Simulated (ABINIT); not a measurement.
# A GW run on KNaMg2F6 (Fm-3m) in ABINIT, with inputs changed, part 2 of 2

A base run on KNaMg2F6 (Fm-3m), then changed inputs.

ABINIT 10.8.3; LDA and many-body steps on it, plane waves. Known limits of the many-body steps: not at the basis limit; coarse k mesh.

So far. Step 2 (Screening, 2×2×2 mesh, 83 bands, screening to 87.1 eV): Local fields lower ε∞ by 4 %. On a Γ-centred mesh this coarse the value itself is usually too large, while a short band sum pulls it down. Step 3 (Base): The gap on the mesh goes from 6.00 eV to 10.69 eV, a correction of +4.69 eV.

## (6) Scissors in G

Level of this step: G0W0 on LDA, plane waves, norm-conserving pseudopotentials (ABINIT).

The input, run.abi:

```
acell 3*1.0 Angstrom
rprim 
  -0.000000000000 4.007551000000 4.007551000000
  4.007551000000 -0.000000000000 4.007551000000
  4.007551000000 4.007551000000 -0.000000000000
ntypat 4
znucl 19 11 12 9
natom 10
typat 1 2 3 3 4 4 4 4 4 4
xred 
  0.000000000000 0.000000000000 0.000000000000
  0.500000000000 0.500000000000 0.500000000000
  0.250000000000 0.250000000000 0.250000000000
  0.750000000000 0.750000000000 0.750000000000
  0.500000000000 0.500000000000 0.000000000000
  0.000000000000 0.000000000000 0.500000000000
  0.500000000000 0.000000000000 0.500000000000
  0.000000000000 0.500000000000 0.000000000000
  0.000000000000 0.500000000000 0.500000000000
  0.500000000000 0.000000000000 0.000000000000
pp_dirpath "pseudos"
pseudos "K.upf, Na.upf, Mg.upf, F.upf"
ecut 38
ngkpt 2 2 2
nshiftk 1
shiftk 0 0 0
kptopt 1
chksymbreak 0
istwfk *1
occopt 1
irdwfk 1
optdriver 4
nband 83
gwcalctyp 0
ecutsigx 38
symsigma 1
nkptgw 1
kptgw 
  0.0000000000 0.0000000000 0.0000000000
bdgw 
  38 44
ecuteps 3.2
irdscr 1
ppmodel 1
mbpt_sciss 0.5 eV
indata_prefix "in"
outdata_prefix "out"
tmpdata_prefix "tmp"
```

Command:

```
OMP_NUM_THREADS=1 mpirun -n 4 abinit run.abi > log
```

What it wrote:

```text
.Version 10.8.3 of ABINIT. v10.8.2 released Aug 2026.

 Symmetries : space group Fm -3 m (#225); Bravais cF (face-center cubic)
[... echo of the input left out ...]
== DATASET  1 ==================================================================
-   mpi_nproc: 4, omp_nthreads: 1 (-1 if OMP is not activated)

--- !DatasetInfo
iteration_state: {dtset: 1, }
dimensions: {natom: 10, nkpt: 3, mband: 83, nsppol: 1, nspinor: 1, nspden: 1, mpw: 9756, }
cutoff_energies: {ecut:  38.0, pawecutdg:  -1.0, }
electrons: {nelect:   8.00000000E+01, charge:   0.00000000E+00, occopt:   1.00000000E+00, tsmear:   1.00000000E-02, }

 SIGMA: Calculation of the GW corrections

 Based on a program developped by R.W. Godby, V. Olevano, G. Onida, and L. Reining.
 Incorporated in ABINIT by V. Olevano, G.-M. Rignanese, and M. Torrent.
.Using double precision arithmetic ; gwpc =  8

[... cell and pseudopotentials left out ...]
--------------------------------------------------------------------------------

 ==== K-mesh for the wavefunctions ====
 Number of points in the irreducible wedge :     3
[... list of points left out ...]
 Together with 48 symmetry operations and time-reversal symmetry
 yields     8 points in the full Brillouin Zone.

 ==== Q-mesh for screening function ====
 Number of points in the irreducible wedge :     3
[... list of points left out ...]
 Together with 48 symmetry operations and time-reversal symmetry
 yields     8 points in the full Brillouin Zone.

 vcoul_init : cutoff-mode = AUXILIARY_FUNCTION
 q-points for optical limit:   1
     1)      0.000010    0.000020    0.000030
 setmesh: FFT mesh size selected  =    60x   60x   60
          total number of points  =       216000

 Number of electrons calculated from density =   80.0000; Expected =   80.0000
[...]
number of frequencies for dSigma/dE                 9
 frequency step for dSigma/dE [eV]                0.25
 number of omega for Sigma on real axis              0
 max omega for Sigma on real axis  [eV]           0.00
 zcut for avoiding poles [eV]                     0.10
 scissor energy [eV]                              0.50

 EPSILON^-1 parameters (SCR file):
 dimension of the eps^-1 matrix on file            259
 dimension of the eps^-1 matrix used               259
 number of plane-waves for wavefunctions          9721
 number of bands                                    83
 number of q-points in IBZ                           3
 number of frequencies                               2
 number of real frequencies                          1
 number of imag frequencies                          1

 matrix elements of self-energy operator (all in [eV])

 Perturbative Calculation

--- !SelfEnergy_ee
iteration_state: {dtset: 1, }
kpoint     : [   0.000,    0.000,    0.000, ]
spin       : 1
KS_gap     :    6.001
QP_gap     :   10.728
Delta_QP_KS:    4.727
data: !SigmaeeData |
     Band     E0 <VxcDFT>   SigX SigC(E0)      Z dSigC/dE  Sig(E)    E-E0       E
       38  -0.542 -22.621 -30.019   4.885   0.820  -0.220 -24.681  -2.060  -2.602
       39  -0.542 -22.621 -30.019   4.885   0.820  -0.220 -24.681  -2.060  -2.602
       40  -0.542 -22.621 -30.019   4.885   0.820  -0.220 -24.681  -2.060  -2.602
       41   5.459 -10.362  -5.397  -2.069   0.905  -0.105  -7.695   2.667   8.126
       42  10.139 -11.593  -5.443  -2.130   0.900  -0.111  -7.924   3.669  13.808
       43  10.139 -11.593  -5.443  -2.130   0.900  -0.111  -7.924   3.669  13.808
       44  10.139 -11.593  -5.443  -2.130   0.900  -0.111  -7.924   3.669  13.808

== END DATASET(S) ==============================================================
================================================================================

 -outvars: echo values of variables after computation  --------
           etotal      0.0000000000E+00
            nband          83
             nkpt           3
          spgroup         225
 [... the other variables as echoed above ...]

 Calculation completed.
```

Elapsed: 11 s, on 4 MPI ranks of Arm Neoverse N1, shared host; peak memory 1.1 GiB.

This step gave:

```
G0W0 gap on the points computed              : 10.73 eV
starting gap on the mesh                     : 6.001 eV
k of the valence top                         : 0, 0, 0
k of the conduction bottom                   : 0, 0, 0
Z at the valence top                         : 0.82
Z at the conduction bottom                   : 0.905
least direct G0W0 gap on the computed points : 10.73 eV
```

## (7) No symmetry in the self-energy

run.abi: that of step 6 with these lines changed.

```diff
@@ -35,3 +35,3 @@
 ecutsigx 38
-symsigma 1
+symsigma 0
 nkptgw 1
@@ -44,3 +44,2 @@
 ppmodel 1
-mbpt_sciss 0.5 eV
 indata_prefix "in"
```

What it wrote:

```text
.Version 10.8.3 of ABINIT. v10.8.2 released Aug 2026.

 Symmetries : space group Fm -3 m (#225); Bravais cF (face-center cubic)
[... echo of the input left out ...]
== DATASET  1 ==================================================================
-   mpi_nproc: 4, omp_nthreads: 1 (-1 if OMP is not activated)

--- !DatasetInfo
iteration_state: {dtset: 1, }
dimensions: {natom: 10, nkpt: 3, mband: 83, nsppol: 1, nspinor: 1, nspden: 1, mpw: 9756, }
cutoff_energies: {ecut:  38.0, pawecutdg:  -1.0, }
[...]
42  10.139 -11.593  -5.443  -2.125   0.900  -0.111  -7.970   3.623  13.762
       43  10.139 -11.593  -5.443  -2.125   0.900  -0.111  -7.970   3.623  13.762
       44  10.139 -11.593  -5.443  -2.127   0.900  -0.111  -7.971   3.621  13.760

== END DATASET(S) ==============================================================
================================================================================

 -outvars: echo values of variables after computation  --------
           etotal      0.0000000000E+00
            nband          83
             nkpt           3
          spgroup         225
 [... the other variables as echoed above ...]

 Calculation completed.
```

The job ended after 19 s (4 MPI ranks; peak memory 1.3 GiB; 77 s of CPU time).

This step gave:

- G0W0 gap on the points computed: 10.69 eV
- starting gap on the mesh: 6.001 eV
- k of the valence top: 0, 0, 0
- k of the conduction bottom: 0, 0, 0
- least direct G0W0 gap on the computed points: 10.69 eV

Against G0W0 in ABINIT (2×2×2 mesh, 83 bands, screening to 87.1 eV, Godby-Needs plasmon pole), the gap moves by +0.000 eV.

## (8) A keyword of another program

run.abi: that of step 7 with these lines changed.

```diff
@@ -35,3 +35,3 @@
 ecutsigx 38
-symsigma 0
+symsigma 1
 nkptgw 1
@@ -44,2 +44,3 @@
 ppmodel 1
+ENCUTGW 100
 indata_prefix "in"
```

What it wrote:

```text
.Version 10.8.3 of ABINIT. v10.8.2 released Aug 2026.

 Symmetries : space group Fm -3 m (#225); Bravais cF (face-center cubic)
================================================================================
 Values of the parameters that define the memory need of the present run
     intxc =       0    ionmov =       0      iscf =       7    lmnmax =       6
     lnmax =       6     mgfft =      60  mpssoang =       3    mqgrid =    3001
     natom =      10  nloc_mem =       1    nspden =       1   nspinor =       1
    nsppol =       1      nsym =      48    n1xccc =    2501    ntypat =       4
    occopt =       1   xclevel =       1
-    mband =          83        mffmem =           1         mkmem =           1
       mpw =        9756          nfft =      216000          nkpt =           3
================================================================================
  Rough estimation (10% accuracy) of disk space for files :
================================================================================

--------------------------------------------------------------------------------
------------- Echo of variables that govern the present computation ------------
--------------------------------------------------------------------------------
 -outvars: echo values of preprocessed input variables --------
            acell      1.8897261259E+00  1.8897261259E+00  1.8897261259E+00 Bohr

             bdgw          38      44
      chksymbreak           0
             ecut      3.80000000E+01 Hartree
          ecuteps      3.20000000E+00 Hartree
         ecutsigx      3.80000000E+01 Hartree
          ecutwfn      3.80000000E+01 Hartree
-          fftalg         312
           irdscr           1
           irdwfk           1

              ixc       -1012
[...]
ntypat           4
              occ      2.000000  2.000000  2.000000  2.000000  2.000000  2.000000
                       2.000000  2.000000  2.000000  2.000000  2.000000  2.000000
                       2.000000  2.000000  2.000000  2.000000  2.000000  2.000000
                       2.000000  2.000000  2.000000  2.000000  2.000000  2.000000
[...]
0.000000  0.000000  0.000000  0.000000  0.000000  0.000000
                       0.000000  0.000000  0.000000  0.000000  0.000000  0.000000
                       0.000000  0.000000  0.000000  0.000000  0.000000
        optdriver           4
            rprim     -0.0000000000E+00  4.0075510000E+00  4.0075510000E+00
                       4.0075510000E+00 -0.0000000000E+00  4.0075510000E+00
[...]
spgroup         225

             xred      0.0000000000E+00  0.0000000000E+00  0.0000000000E+00
[...]
1.4631473383E-17  5.0000000000E-01  5.0000000000E-01
                       5.0000000000E-01 -1.3124102233E-17  1.3124102233E-17
            znucl       19.00000   11.00000   12.00000    9.00000

================================================================================

 chkinp: Checking input parameters for consistency.

--- !ERROR
message: |
    Found token: `ENCUTGW` in the input file.
    This name is not one of the registered input variable names (see
    Action: check your input file. Perhaps you mistyped the input variable,
    or specified "img", although this was not permitted for this input variable.

--- !ERROR
message: |
    Found token: `ENCUTGW` in the input file.
    This name is not one of the registered input variable names (see
    Action: check your input file. Perhaps you mistyped the input variable,
    or specified "img", although this was not permitted for this input variable.

--- from the log ---
Found token: `ENCUTGW` in the input file.
    This name is not one of the registered input variable names (see
    Action: check your input file. Perhaps you mistyped the input variable,
    or specified "img", although this was not permitted for this input variable.
```

Wall time 1 s (4 MPI ranks); peak memory 0.05 GiB.

The run stopped with an error after 1 s.

The program's words: Found token: `ENCUTGW` in the input file. This name is not one of the registered input variable names (see Action: check your input file. Perhaps you mistyped the input variable, or specified "img", although this was not permitted for this input variable.

The fault put into this input: a keyword of another program.

## (9) The runs together

Times are wall times on 4 MPI ranks of Arm Neoverse N1, shared host, good to a factor of about two. A run's time includes the screening step that it read.

```
                                 run   mesh  bands  screening cutoff (eV)  DFT gap (eV)  gap on the mesh (eV)  direct (eV)  ε∞ used  time
                                base  2×2×2     83                   87.1         6.001                10.688       10.688     1.93  56 s
      fewer bands in the self-energy  2×2×2     60                   87.1         6.001                10.747       10.747     1.93  55 s
smaller part of the screening matrix  2×2×2     83                   43.5         6.001                11.936       11.936     1.93  53 s
                       scissors in G  2×2×2     83                   87.1         6.001                10.728       10.728     1.93  56 s
      no symmetry in the self-energy  2×2×2     83                   87.1         6.001                10.688       10.688     1.93  64 s
```

## (10) Results

```
base                                 : 10.688 eV
fewer bands in the self-energy       : 10.747 eV
smaller part of the screening matrix : 11.936 eV
scissors in G                        : 10.728 eV
no symmetry in the self-energy       : 10.688 eV
known limits                         : not at the basis limit; coarse k mesh
```

In words: Fewer bands in the self-energy: +0.059 eV against base (keys changed: nband). Smaller part of the screening matrix: +1.248 eV against base (keys changed: ecuteps). Scissors in G: +0.040 eV against base (keys changed: mbpt_sciss). No symmetry in the self-energy: no change against base (keys changed: symsigma). Bands and cutoff are finite, so the gap is not at the basis limit. The miss can reach some tenths of an eV and take either sign; the mesh is an error of its own. In the G0W0 runs levels were corrected at 1 k point alone, so a gap called «on the mesh» is the least over those, and an edge elsewhere would be missed. The 2×2×2 mesh is coarse for this cell, which bears on the long-range parts of exchange and screening.

[Paths, hosts, dates, memory and timing lines, banners, echoed tables and standing remarks are left out of the program output.]

[Logs are printed without paths, hosts, clocks, repeated set-up lines and the standing remarks that a program may print on its own settings, such as how far it seeks lower states.]

[Runs of the session that timed out or met a known fault of the program may be left out.]

[Hosts, paths, dates, database ids (printed as entryN), source tags and the programs' standing remarks are cut or masked in the printed files.]

[G0W0 gaps are taken among the corrected bands and points alone; a level outside them can change the order at an edge.]

[Where Ansatz stands beside ABINIT at settings called matched, ABINIT's density can come from a denser mesh and the files from another edition; pairs whose starting gaps differed by over 0.03 eV were left out, so agreement reads better than it is.]
